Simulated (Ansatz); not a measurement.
# Relaxing generalised stacking fault on (111) (glide set) of a Ge-Si solid solution (72 atoms)

Aim: bring generalised stacking fault on (111) (glide set) of a Ge-Si solid solution (72 atoms) to a nearby minimum of the energy and see what moves.

Method: Kohn-Sham DFT, PBE, PAW (set soft_2), plane waves, in Ansatz 0.2.0.

## (1) The structure

The cell holds 72 atoms: 51 Ge and 21 Si. Cell: a = 6.849 Å, b = 11.862 Å, c = 19.604 Å, α = 90.0°, β = 86.7°, γ = 90.0°. It derives from Ge and Si. Diamond-structure Ge lattice (a = 5.5919 Å, the value set for the mixture), cell with z along [111], 1 x 3 x 2 periods; the third cell vector is tilted by 0.167 of 1/2[11-2] and lengthened by 0.2 Å, so the cell holds one fault (glide set); displaced by a Gaussian of 0.01 Å; 21 of 72 Ge sites given to Si at random (lattice constant by Vegard's rule between Ge and Si).

Limits known from the start: Atoms were free to move along the slip, so the relaxation can undo part or all of it. The host structure and its lattice constant were typed by rule, without a check against the phase diagram.

## (2) Single point at the start

A single point comes first, to see the forces before anything moves.

input.yaml

```yaml
crystal:
  lattice:
    - [6.84865, 0.0, 0.0]
    - [0.0, 11.86221, 0.0]
    - [1.14146, 0.0, 19.57091]
  atoms:
    - { symbol: Ge, position: [0.49503, 0.16762, 0.0209] }
    - { symbol: Ge, position: [0.4741, 0.16677, 0.14499] }
    - { symbol: Ge, position: [0.80159, 0.16683, 0.18546] }
    - { symbol: Si, position: [0.78018, 0.16645, 0.30862] }
    [... 62 atom lines left out ...]
    - { symbol: Ge, position: [0.52572, 0.66607, 0.84572] }
    - { symbol: Si, position: [0.50591, 0.66567, 0.96911] }
    - { symbol: Si, position: [0.02434, 0.4992, 0.8467] }
    - { symbol: Si, position: [0.007, 0.50099, 0.96973] }
    - { symbol: Ge, position: [0.02654, 0.83368, 0.84522] }
    - { symbol: Si, position: [0.00438, 0.83374, 0.969] }
kpoints:
  mp_grid: { grid: [2, 1, 1] }
hamiltonian:
  xc: pbe
scf:
  occupations: { method: gaussian, width: 0.05 }
output:
  forces: true
  stress: true
  populations: true
  dos:
    method: { smearing: { sigma: 0.08 } }
    de: 0.1
    projected: { site_lists: { Ge: [Ge], Si: [Si] } }
  eigenvalues: true
```

Run with:

```bash
$ ansatz run input.yaml --threads 4 --pin off --max-ram 8192MiB --backend cpu --events-out ev --progress --plain --runs-dir out
```

Run time: 65 s. Hardware: 4 threads of Intel Xeon Platinum 8259CL at 2.50GHz (Skylake/Cascade Lake), shared host; peak memory 6.8 GiB.

Numbers from this run:

```
free energy                                      : -232380.8996 eV
free energy per atom                             : -3227.5125 eV/atom
SCF cycles                                       : 10
pressure                                         : 3.679 GPa
r.m.s. force component                           : 0.3901 eV/Å
longest force                                    : 1.618 eV/Å
Fermi energy                                     : 8.225 eV
gap (highest filled to lowest empty level) : 0.2833 eV
spilling of the projection                       : 0.002493
```

The r.m.s. force component of 0.39 eV/Å and the pressure of 3.7 GPa set the starting point.

Neighbours are counted within 2.83 Å (Ge-Ge), 2.83 Å (Ge-Si), 2.83 Å (Si-Si).

Length of the force by element and coordination:

```
element  coordination  atoms  mean length of the force (eV/Å)  spread  least   most
     Ge           all     51                            0.552   0.283  0.139    1.6
     Ge             3      5                             1.13   0.399  0.560    1.6
     Ge             4     46                            0.489   0.177  0.139  0.841
     Si           all     21                            0.702   0.372  0.127   1.62
     Si             3      7                             1.14   0.263  0.920   1.62
     Si             4     14                            0.484   0.176  0.127  0.781
```

## (3) Relaxation

The atoms are relaxed in the fixed cell, aiming at the force tolerance of the input.

input.yaml, the sections that differ from step 2:

```yaml
output:
  forces: true
relax:
  f_tol: 0.05
  max_steps: 90
# crystal, kpoints, hamiltonian, scf: as in step 2
```

Wall time 4.3 min (4 threads); peak memory 4.3 GiB.

The program notes that it cut back its work space to fit the memory limit.

Step by step:

| step | energy less that of the first step (eV) | largest force component (eV/Å) |
| --- | --- | --- |
| 1 | 0.0000 | 1.4186 |
| 2 | -1.0249 | 0.2692 |
| 3 | -1.0889 | 0.2671 |
| 4 | -1.6767 | 0.9836 |
| 5 | -3.4915 | 1.4452 |
| 6 | -5.7783 | 1.4024 |
| 7 | -7.0485 | 1.1773 |
| 8 | -7.7368 | 0.4417 |
| 9 | -8.3120 | 0.1152 |
| 10 | -8.3680 | 0.0439 |

The atoms that moved most (Å):

```csv
atom,dx,dy,dz,length
Ge54,0.617,0.038,0.123,0.631
Ge37,-0.600,-0.006,-0.155,0.620
Si32,0.592,0.004,0.116,0.604
Si5,-0.582,-0.020,-0.120,0.595
Si11,-0.585,0.016,-0.086,0.592
Si70,0.581,-0.029,0.078,0.587
Ge33,-0.579,0.010,-0.089,0.586
Si72,0.544,0.020,0.117,0.556
```

The relaxation changed the energy by -116 meV/atom, and atoms moved by 0.37 Å r.m.s., 0.63 Å at most.

## (4) Local order after relaxation

Bonds before and after, by the cutoffs listed below:

| pair | bonds before | bonds after | mean before (Å) | mean after (Å) | spread before (Å) | spread after (Å) |
| --- | --- | --- | --- | --- | --- | --- |
| Ge-Ge | 73 | 74 | 2.418 | 2.458 | 0.029 | 0.014 |
| Ge-Si | 53 | 56 | 2.392 | 2.413 | 0.071 | 0.016 |
| Si-Si | 12 | 14 | 2.371 | 2.370 | 0.092 | 0.014 |

Density 4.48 g/cm³, 22.08 Å³ an atom.

Pair distribution functions g(r), in bins of 0.2 Å:

| r (Å) | total | Ge-Ge | Ge-Si | Si-Si |
| --- | --- | --- | --- | --- |
| 2.30 | 1.17 | 0.00 | 1.36 | 7.15 |
| 2.50 | 4.78 | 5.95 | 4.32 | 0.00 |
| 2.70 | 0.00 | 0.00 | 0.00 | 0.00 |
| 2.90 | 0.00 | 0.00 | 0.00 | 0.00 |
| 3.10 | 0.00 | 0.00 | 0.00 | 0.00 |
| 3.30 | 0.00 | 0.00 | 0.00 | 0.00 |
| 3.50 | 0.00 | 0.00 | 0.00 | 0.00 |
| 3.70 | 0.00 | 0.00 | 0.00 | 0.00 |
| 3.90 | 5.17 | 4.93 | 5.31 | 5.77 |
| 4.10 | 1.54 | 1.76 | 1.32 | 1.21 |
| 4.30 | 0.00 | 0.00 | 0.00 | 0.00 |
| 4.50 | 1.52 | 1.70 | 1.29 | 1.53 |
| 4.70 | 3.02 | 2.77 | 3.29 | 3.14 |
| 4.90 | 0.33 | 0.40 | 0.28 | 0.25 |
| 5.10 | 0.00 | 0.00 | 0.00 | 0.00 |
| 5.30 | 0.02 | 0.00 | 0.04 | 0.00 |
| 5.50 | 0.59 | 0.64 | 0.51 | 0.67 |
| 5.70 | 1.07 | 1.02 | 1.17 | 0.89 |
| 5.90 | 0.14 | 0.11 | 0.15 | 0.24 |
| 6.10 | 2.27 | 2.30 | 2.23 | 2.25 |
| 6.30 | 0.41 | 0.44 | 0.35 | 0.58 |
| 6.50 | 0.00 | 0.00 | 0.00 | 0.00 |
| 6.70 | 1.23 | 1.19 | 1.35 | 0.95 |
| 6.90 | 2.48 | 2.45 | 2.38 | 3.10 |
| 7.10 | 1.65 | 1.80 | 1.45 | 1.71 |
| 7.30 | 1.08 | 1.00 | 1.19 | 0.96 |
| 7.50 | 0.68 | 0.67 | 0.77 | 0.36 |
| 7.70 | 0.06 | 0.07 | 0.05 | 0.00 |

Bonds by pair of elements; cutoffs follow the first minimum of g(r), held within bounds set by covalent radii, and pairs that aren't listed don't count as bonded:

```
pair A-B  cutoff (Å)  bonds  mean length (Å)  spread (Å)  shortest (Å)  B about A  A about B
   Ge-Ge        2.88     74             2.46       0.014          2.44       2.90       2.90
   Ge-Si        2.83     56             2.41       0.016          2.38       1.10       2.67
   Si-Si        2.77     14             2.37       0.014          2.35       1.33       1.33
```

How many atoms have how many bonded neighbours:

| element | mean | 4 |
| --- | --- | --- |
| Ge | 4 | 51 |
| Si | 4 | 21 |

Bond angles, per cent of each kind in bins of 5°:

| angle (°) | Ge-Ge-Ge | Ge-Ge-Si | Ge-Si-Si | Ge-Si-Ge | Si-Ge-Si |
| --- | --- | --- | --- | --- | --- |
| 100–105 | 0.6 | 0.0 | 0.0 | 0.0 | 0.0 |
| 105–110 | 76.1 | 67.8 | 65.5 | 83.6 | 44.0 |
| 110–115 | 23.3 | 25.4 | 31.0 | 14.5 | 48.0 |
| 115–120 | 0.0 | 6.8 | 3.5 | 1.8 | 8.0 |

Bond angles (no mean is given where the spread exceeds 20°):

```
   angle  count  mean (°)  spread (°)
Ge-Ge-Ge    163       109         2.4
Ge-Ge-Si    118       110         2.4
Ge-Si-Si     58       110           2
Ge-Si-Ge     55       109         2.2
Si-Ge-Si     25       111         2.2
```

Rings of the network by King's shortest-path rule, up to 12 atoms, one path for each pair of neighbours; H, halogens, alkali and alkaline-earth atoms are left out, and the last column divides by all other atoms, bonded or not:

```csv
ring size (atoms),rings,per network atom
6,142,1.97
```

By these cutoffs all Ge atoms have 4 and all Si atoms have 4 bonded neighbours. The Ge-Ge-Ge angle averages 109° with a spread of 2°. All rings counted have 6 atoms.

## (5) Single point at the relaxed geometry

The electronic structure is read at the final geometry, in a run of its own.

input.yaml

```yaml
crystal:
  lattice:
    - [6.84865, 0.0, 0.0]
    - [0.0, 11.86221, 0.0]
    - [1.14146, 0.0, 19.57091]
  atoms:
    - { symbol: Ge, position: [0.41917, 0.16547, 0.01579] }
    - { symbol: Ge, position: [0.41344, 0.16428, 0.14095] }
    - { symbol: Ge, position: [0.74524, 0.16593, 0.18429] }
    - { symbol: Si, position: [0.74967, 0.16787, 0.30736] }
    [... 62 atom lines left out ...]
    - { symbol: Ge, position: [0.58685, 0.66511, 0.85299] }
    - { symbol: Si, position: [0.58061, 0.66486, 0.97583] }
    - { symbol: Si, position: [0.08924, 0.49874, 0.85293] }
    - { symbol: Si, position: [0.09111, 0.49851, 0.97372] }
    - { symbol: Ge, position: [0.08763, 0.8342, 0.85227] }
    - { symbol: Si, position: [0.08276, 0.83544, 0.97497] }
kpoints:
  mp_grid: { grid: [2, 1, 1] }
hamiltonian:
  xc: pbe
scf:
  occupations: { method: gaussian, width: 0.05 }
output:
  forces: true
  stress: true
  populations: true
  dos:
    method: { smearing: { sigma: 0.1 } }
    de: 0.1
    projected: { site_lists: { Ge: [Ge], Si: [Si] } }
  eigenvalues: true
  write_density: true
  write_potential: true
  volumetric_format: npy
```

Wall time 56 s (4 threads); peak memory 6.8 GiB.

Read from the output:

| Quantity | Value |
| --- | --- |
| free energy | -232389.2676 eV |
| free energy per atom | -3227.6287 eV/atom |
| SCF cycles | 8 |
| pressure | 2.038 GPa |
| r.m.s. force component | 0.01473 eV/Å |
| longest force | 0.05657 eV/Å |
| Fermi energy | 8.046 eV |
| levels partly filled by over 2 per cent | 2 |
| spilling of the projection | 0.002286 |

Löwdin charges by element (they lack the spilled electrons, 0.025 e an atom on average):

| element | coordination | atoms | mean charge (e) | spread | least | most |
| --- | --- | --- | --- | --- | --- | --- |
| Ge | all | 51 | 0.0027 | 0.0177 | -0.0505 | 0.0308 |
| Si | all | 21 | 0.0804 | 0.018 | 0.0433 | 0.110 |

Charge against the make-up of the first shell:

```
Si neighbours of Si  atoms  mean charge (e)
                  0      3            0.106
                  1     11            0.087
                  2      4            0.069
                  3      3            0.047
```

States in the cell by windows of 1 eV, zero at the Fermi level; the larger projections on atomic orbitals stand beside the total:

```
from (eV)  to (eV)  total  Ge p  Si p  Ge s  Si s
      -18      -13    0.0   0.0   0.0   0.0   0.0
      -13      -12    3.9   0.3   0.1   2.7   0.7
      -12      -11   17.4   3.0   1.2  10.3   2.7
      -11      -10   23.3   4.5   1.9  12.8   4.0
      -10       -9   25.9   5.4   2.4  12.6   5.4
       -9       -8    6.6   1.7   0.8   3.0   1.1
       -8       -7   29.9   9.5   4.4  11.3   4.4
       -7       -6   17.8   6.1   2.8   6.0   2.7
       -6       -5   10.1   3.8   1.7   2.7   1.8
       -5       -4   28.8  17.0   8.0   2.4   1.2
       -4       -3   31.9  19.9  10.0   1.2   0.5
       -3       -2   51.4  35.7  13.9   1.0   0.4
       -2       -1   32.0  23.2   7.6   0.7   0.3
       -1        0    8.5   6.4   1.9   0.1   0.0
        0        1   18.2   6.6   3.5   5.4   1.6
        1        2   43.6  18.5   8.1   9.3   3.4
        2        3   32.9  15.0   6.7   4.4   2.6
```

Between -25 and -18 eV lie 510 more states.

The levels nearest the highest filled one (over half full), pooled over k-points and spins:

```
level less the highest filled one (eV)  occupation
                                 -0.64           2
                                -0.564           2
                                -0.542           2
                                -0.414           2
                               -0.0995           2
                                     0        1.66
                                 0.068       0.336
                                 0.424           0
                                 0.524           0
                                 0.537           0
                                 0.560           0
                                 0.585           0
```

Mean Löwdin charges: Ge +0.00, Si +0.08 e. Charges this small depend on the projection, at times even in sign. The charge on Si changes by -0.019 e for each Si neighbour that takes the place of another kind, on average. Within 0.4 eV of the Fermi level the largest share is Ge p (63 % of the projected weight).

## (6) Results

| Property | Result |
| --- | --- |
| energy change in the relaxation | -116.2 meV/atom |
| r.m.s. displacement | 0.366 Å |
| largest displacement | 0.631 Å |
| free energy per atom | -3227.6287 eV/atom |
| density | 4.485 g/cm³ |
| pressure | 2.038 GPa |
| r.m.s. force component | 0.01473 eV/Å |
| wall time of the 3 DFT runs | 6.3 min |

**Reading.** Relaxation lowers the energy by 116 meV/atom and moves atoms by 0.37 Å r.m.s.; the r.m.s. force component goes from 0.39 to 0.015 eV/Å, the pressure goes from 3.7 to 2.0 GPa. By the final cutoffs 0 of 138 bonded pairs parted and 6 joined. Afterwards all atoms of each element have one and the same coordination, so bonds have reconnected across the defect, which no longer shows in the counts. Layers on the two sides of the fault moved in opposite directions along the plane, so much of the imposed slip has spread into a shear of the crystal. First to last step the energy falls by 8.368 eV; the largest move, 0.63 Å, is that of Ge54, with 1 other atom within 2 % of it. The Ge-Ge bonds change most in mean length: from 2.418 Å (spread 0.029) to 2.458 Å (spread 0.014), and their number from 73 to 74. With the cutoffs above, all Ge atoms have 4 and all Si atoms have 4 bonded neighbours. Counting bands leaves a spacing of only 0.068 eV (on the run's k-points), which the smearing bridges: 2 levels are partly filled by over 2 %, so a gap, if any, is small at this level.

**Limits.** The stress is far from hydrostatic: its diagonal is 0.6, 4.9, 0.6 GPa, compression counted positive. Atoms were free to move along the slip, so the relaxation can undo part or all of it. The pressure of 2.0 GPa says that the cell would expand at this level of theory.

[Logs are printed without paths, hosts, clocks, repeated set-up lines and the standing remarks that a program may print on its own settings, such as how far it seeks lower states.]

[Hosts, paths, dates, database ids (printed as entryN), source tags and the programs' standing remarks are cut or masked in the printed files.]
